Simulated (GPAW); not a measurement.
**Quasiparticle gap of Mg2NCl (R-3m) in GPAW**

Aim: the G0W0 gap of Mg2NCl (R-3m) on LDA, step by step.

Method: LDA and many-body steps on it, plane waves, in GPAW 26.7.0.

The raw output is cut from this account; settings, times and results stay.

## Step 1: Starting point

Symmetry: R-3m, No. 166, trigonal system. Conventional cell: a = 3.321 Å, b = 3.321 Å, c = 18.009 Å, α = 90.00°, β = 90.00°, γ = 120.00°. Nearest to Mg lie 3 N at 2.17 Å and 3 Cl at 2.76 Å and 3 Mg at 2.79 Å. N has 6 Mg at 2.17 Å nearest. Cl has 6 Mg at 2.76 Å nearest. Farther neighbours, and contacts between anions beyond the nearest, are not listed.

As a file:

```
Mg N Cl
1.0
     1.66067    0.95879    6.00298
    -1.66067    0.95879    6.00298
     0.00000   -1.91757    6.00298
Mg N Cl
2 1 1
Direct
  0.22282 0.22282 0.22282
  0.77719 0.77719 0.77719
  0.50000 0.50000 0.50000
  0.00000 0.00000 0.00000
```

The cell and positions are those that the Materials Project relaxed with its own functionals (PBE, PBE+U or r2SCAN), kept fixed.

## Step 2: Ground state

This step: GPAW 26.7.0; DFT, LDA, plane waves, PAW.

The ground-state density comes first.

File run.py:

```python
import json
import numpy as np
from gpaw.mpi import world
from ase import Atoms
from gpaw import GPAW, PW, FermiDirac

atoms = Atoms(['Mg', 'Mg', 'N', 'Cl'],
    cell=[[1.6606666161, 0.9587863178, 6.0029770000],
      [-1.6606666161, 0.9587863178, 6.0029770000],
      [0.0000000000, -1.9175726357, 6.0029770000]],
    scaled_positions=[[0.2228150000, 0.2228150000, 0.2228150000],
      [0.7771850000, 0.7771850000, 0.7771850000],
      [0.5000000000, 0.5000000000, 0.5000000000],
      [0.0000000000, 0.0000000000, 0.0000000000]],
    pbc=(True, True, True))
calc = GPAW(mode=PW(600),
    xc='LDA',
    kpts={'size': (8, 8, 8), 'gamma': True},
    occupations=FermiDirac(0.001),
    nbands=-8,
    convergence={'density': 1e-6, 'bands': -3},
    maxiter=100,
    txt='gs.txt')
atoms.calc = calc
res = {'energy': atoms.get_potential_energy()}
kpts = calc.get_ibz_k_points()
res['kpts'] = kpts
res['eigenvalues'] = [calc.get_eigenvalues(kpt=k) for k in range(len(kpts))]
res['n_electrons'] = calc.get_number_of_electrons()
calc.write('gs.gpw')

if world.rank == 0:
    with open('result.json', 'w') as f:
        json.dump(res, f, default=lambda x: x.tolist())
```

On the command line:

```
> mpirun -n 4 gpaw python run.py
```

The job ended after 45 s (4 MPI ranks of Arm Neoverse V1, shared host; peak memory 0.94 GiB).

This step gave:

| Quantity | Value |
| --- | --- |
| total energy | -20.16 eV |
| gap | 2.164 eV |
| k of the valence top | 0, 0, 0 |
| k of the conduction bottom | 0, 0, 0 |
| least direct gap | 2.164 eV |

The gap is direct, at Γ.

## Step 3: Bands along the symmetry lines

The cheap functional maps the bands first; the places of the edges decide which points the dearer methods must see.

File run.py:

```python
import json
import numpy as np
from gpaw.mpi import world
from gpaw import GPAW

path = [[0.000000, 0.000000, 0.000000],
    [0.062500, 0.062500, 0.062500],
    [0.125000, 0.125000, 0.125000],
    [0.187500, 0.187500, 0.187500],
    [0.250000, 0.250000, 0.250000],
    [0.312500, 0.312500, 0.312500],
    [0.375000, 0.375000, 0.375000],
    [0.437500, 0.437500, 0.437500],
    [0.500000, 0.500000, 0.500000],
    [0.539541, 0.460459, 0.500000],
    [0.579082, 0.420918, 0.500000],
    [0.618623, 0.381377, 0.500000],
    [0.658163, 0.341837, 0.500000],
    [0.697704, 0.302296, 0.500000],
    [0.737245, 0.262755, 0.500000],
    [0.776786, 0.223214, 0.500000],
    [0.816327, 0.183673, 0.500000],
    [0.500000, -0.183673, 0.183673],
    [0.500000, -0.160714, 0.160714],
    [0.500000, -0.137755, 0.137755],
    [0.500000, -0.114796, 0.114796],
    [0.500000, -0.091837, 0.091837],
    [0.500000, -0.068877, 0.068877],
    [0.500000, -0.045918, 0.045918],
    [0.500000, -0.022959, 0.022959],
    [0.500000, 0.000000, 0.000000],
    [0.437500, 0.000000, 0.000000],
    [0.375000, 0.000000, 0.000000],
    [0.312500, 0.000000, 0.000000],
    [0.250000, 0.000000, 0.000000],
    [0.187500, 0.000000, 0.000000],
    [0.125000, 0.000000, 0.000000],
    [0.062500, 0.000000, 0.000000],
    [0.000000, 0.000000, 0.000000],
    [0.042730, -0.042730, 0.000000],
    [0.085459, -0.085459, 0.000000],
    [0.128189, -0.128189, 0.000000],
    [0.170918, -0.170918, 0.000000],
    [0.213648, -0.213648, 0.000000],
    [0.256377, -0.256377, 0.000000],
    [0.299107, -0.299107, 0.000000],
    [0.341837, -0.341837, 0.000000],
    [0.658163, 0.000000, 0.341837],
    [0.638393, 0.000000, 0.361607],
    [0.618623, 0.000000, 0.381377],
    [0.598852, 0.000000, 0.401148],
    [0.579082, 0.000000, 0.420918],
    [0.559311, 0.000000, 0.440689],
    [0.539541, 0.000000, 0.460459],
    [0.519770, 0.000000, 0.480230],
    [0.500000, 0.000000, 0.500000],
    [0.437500, 0.000000, 0.437500],
    [0.375000, 0.000000, 0.375000],
    [0.312500, 0.000000, 0.312500],
    [0.250000, 0.000000, 0.250000],
    [0.187500, 0.000000, 0.187500],
    [0.125000, 0.000000, 0.125000],
    [0.062500, 0.000000, 0.062500],
    [0.000000, 0.000000, 0.000000]]
calc = GPAW('gs.gpw').fixed_density(kpts=path,
    symmetry='off',
    nbands=26,
    convergence={'bands': 22},
    txt='bands.txt')
res = {}
kpts = calc.get_ibz_k_points()
res['kpts'] = kpts
res['eigenvalues'] = [calc.get_eigenvalues(kpt=k) for k in range(len(kpts))]
res['n_electrons'] = calc.get_number_of_electrons()

if world.rank == 0:
    with open('result.json', 'w') as f:
        json.dump(res, f, default=lambda x: x.tolist())
```

On the command line:

```
> mpirun -n 4 gpaw python run.py
```

Elapsed: 37 s, on 4 MPI ranks; peak memory 1 GiB.

Numbers from this step:

| Property | Result |
| --- | --- |
| gap | 2.164 eV |
| k of the valence top | 0, 0, 0 |
| k of the conduction bottom | 0, 0, 0 |
| least direct gap | 2.164 eV |

The gap is 2.164 eV, as in the run before at this level.

Electronic bands along the path, in eV, zero at the top of the highest filled band:

| point | band 13 | band 14 | band 15 | band 16 | band 17 | band 18 | band 19 | band 20 |
| --- | --- | --- | --- | --- | --- | --- | --- | --- |
| Γ | -2.20 | -0.97 | 0.00 | 0.00 | 2.16 | 5.24 | 8.25 | 8.74 |
| halfway | -2.20 | -1.85 | -0.01 | -0.01 | 3.16 | 5.20 | 7.62 | 8.40 |
| T | -2.19 | -2.19 | -0.02 | -0.02 | 4.48 | 4.72 | 7.03 | 8.12 |
| halfway | -3.00 | -1.94 | -1.66 | -0.71 | 4.93 | 5.16 | 7.30 | 7.30 |
| H2 | -4.56 | -2.67 | -2.52 | -0.93 | 4.56 | 4.94 | 6.32 | 7.64 |
| jump to H0 | -4.56 | -2.67 | -2.52 | -0.93 | 4.56 | 4.94 | 6.32 | 7.64 |
| halfway | -4.09 | -3.48 | -1.64 | -1.23 | 4.85 | 6.07 | 6.56 | 7.12 |
| L | -3.90 | -3.01 | -1.45 | -0.78 | 4.24 | 5.76 | 6.19 | 6.98 |
| halfway | -2.64 | -2.30 | -1.07 | -0.42 | 4.21 | 5.77 | 7.10 | 7.21 |
| Γ | -2.20 | -0.97 | 0.00 | 0.00 | 2.16 | 5.24 | 8.25 | 8.74 |
| halfway | -3.12 | -2.59 | -1.07 | -0.77 | 4.65 | 5.68 | 7.39 | 7.58 |
| S0 | -4.57 | -2.75 | -2.49 | -0.94 | 4.49 | 5.39 | 5.93 | 7.78 |
| jump to S2 | -4.57 | -2.75 | -2.49 | -0.94 | 4.49 | 5.39 | 5.93 | 7.78 |
| halfway | -3.79 | -2.83 | -1.53 | -0.80 | 3.51 | 4.67 | 6.42 | 6.85 |
| F | -3.04 | -2.95 | -0.77 | -0.71 | 3.08 | 3.93 | 5.36 | 8.71 |
| halfway | -2.65 | -2.22 | -1.02 | -0.38 | 3.98 | 5.36 | 6.80 | 8.04 |
| Γ | -2.20 | -0.97 | 0.00 | 0.00 | 2.16 | 5.24 | 8.25 | 8.74 |

## Step 4: Empty states on the mesh, 4×4×4 mesh, 273 bands

The sums over transitions need many empty states on a uniform mesh; this step solves for them.

File run.py:

```python
import json
import numpy as np
from gpaw.mpi import world
from gpaw import GPAW

calc = GPAW('gs.gpw').fixed_density(kpts={'size': (4, 4, 4), 'gamma': True},
    parallel={'domain': 1, 'band': 1},
    txt='nscf.txt')
calc.diagonalize_full_hamiltonian(nbands=273)
calc.write('full.gpw', mode='all')
res = {}
kpts = calc.get_ibz_k_points()
res['kpts'] = kpts
res['eigenvalues'] = [calc.get_eigenvalues(kpt=k) for k in range(len(kpts))]
res['n_electrons'] = calc.get_number_of_electrons()

if world.rank == 0:
    with open('result.json', 'w') as f:
        json.dump(res, f, default=lambda x: x.tolist())
```

On the command line:

```
> mpirun -n 4 gpaw python run.py
```

It took 54 s on 4 MPI ranks; peak memory 2.1 GiB; 3.6 min of CPU time.

Read from the output:

| Item | Value |
| --- | --- |
| gap | 2.164 eV |
| k of the valence top | 0, 0, 0 |
| k of the conduction bottom | 0, 0, 0 |
| least direct gap | 2.164 eV |
| k points computed | 13 |
| lowest point of the top converged band, above the valence top | 145.6306 eV |

On this mesh the gap is 2.164 eV.

## Step 5: Screening and self-energy, 4×4×4 mesh, 122 bands, screening to 96 eV

G0W0 replaces the xc potential by the self-energy, built once from these orbitals. Only a window of levels is corrected, while the sums run over the empty bands that the input names.

This step: G0W0 on LDA, plane waves, PAW.

File run.py:

```python
import json
import numpy as np
from gpaw.mpi import world
from gpaw.response.g0w0 import G0W0

gw = G0W0('full.gpw',
    filename='gw',
    kpts=[0],
    bands=(14, 18),
    ecut=96,
    nbands=122,
    integrate_gamma='WS',
    ppa=True)
gw.calculate()
res = {mode: {k: v for k, v in r.items() if k != 'sigma_eskwn'}
       for mode, r in gw.all_results.items()}

if world.rank == 0:
    with open('result.json', 'w') as f:
        json.dump(res, f, default=lambda x: x.tolist())
```

On the command line:

```
> mpirun -n 4 gpaw python run.py
```

It took 3.2 min on 4 MPI ranks; peak memory 2.1 GiB; 13 min of CPU time.

Numbers from this step:

```
G0W0 gap on the mesh                         : 3.441 eV
least direct G0W0 gap on the computed points : 3.441 eV
Z at the valence top                         : 0.7715
Z at the conduction bottom                   : 0.8224
starting gap on the mesh                     : 2.164 eV
k of the valence top                         : 0, 0, 0
k of the conduction bottom                   : 0, 0, 0
```

The gap on the mesh goes from 2.16 eV to 3.44 eV, a correction of +1.28 eV.

Limits: finite bands, cutoff and mesh. v1 is the top filled band, c1 the lowest empty one. Levels before and after the correction, in eV, zero at the valence-band top of each column:

|  | conduction bottom | valence top |
| --- | --- | --- |
| Kohn-Sham | 2.16 | 0.00 |
| G0W0 | 3.44 | 0.00 |

|  | level | energy (eV) |
| --- | --- | --- |
| Kohn-Sham | Γ v2-v1 | 0.000 |
| Kohn-Sham | Γ c1 | 2.164 |
| Kohn-Sham | Γ c2 | 5.238 |
| G0W0 | Γ v2-v1 | 0.000 |
| G0W0 | Γ c1 | 3.441 |
| G0W0 | Γ c2 | 6.593 |

## Step 6: Where the time went

Times are wall times on 4 MPI ranks of Arm Neoverse V1, shared host, good to a factor of about two.

| step | time | share | memory (GiB) |
| --- | --- | --- | --- |
| ground state | 45 s | 14 % | 0.94 |
| bands along the symmetry lines | 37 s | 11 % | 1.0 |
| empty states on the mesh | 54 s | 16 % | 2.1 |
| screening and self-energy | 3.2 min | 59 % | 2.1 |

## Step 7: Outcome

* LDA gap: 2.16 eV, direct
* G0W0 gap on the mesh: 3.44 eV
* GW settings: 4×4×4 mesh, 122 bands, screening to 96 eV, Godby-Needs plasmon pole
* known limits: short of the basis limit

In words: G0W0 moves the gap on the mesh from 2.16 eV to 3.44 eV (+1.28 eV), with Z of 0.77 and 0.82 at the edges. The dearest step here is «screening and self-energy». Bands and cutoff are finite, so the gap stands short of the basis limit, usually by up to a few tenths of an eV; the mesh is an error of its own.

[Long decimals in the printed logs are rounded to 6 places.]

[Logs are printed without paths, hosts, clocks, repeated set-up lines and the standing remarks that a program may print on its own settings, such as how far it seeks lower states.]

[Paths, hosts, dates, memory and timing lines, banners, echoed tables and standing remarks are left out of the program output; an Ansatz launch command may be rebuilt from the run's recorded settings. Measured values are a selection of at most five: reports struck by readers or far from the other reports are left out. None is set beside runs whose start may be inverted or whose files or cutoffs have a known fault.]

[Runs of the session that timed out or met a known fault of the program may be left out.]

[Hosts, paths, dates, database ids (printed as entryN), source tags and the programs' standing remarks are cut or masked in the printed files.]

[Where the starting crystal was built by hand or by swapping elements, it need not be the compound's stable phase.]
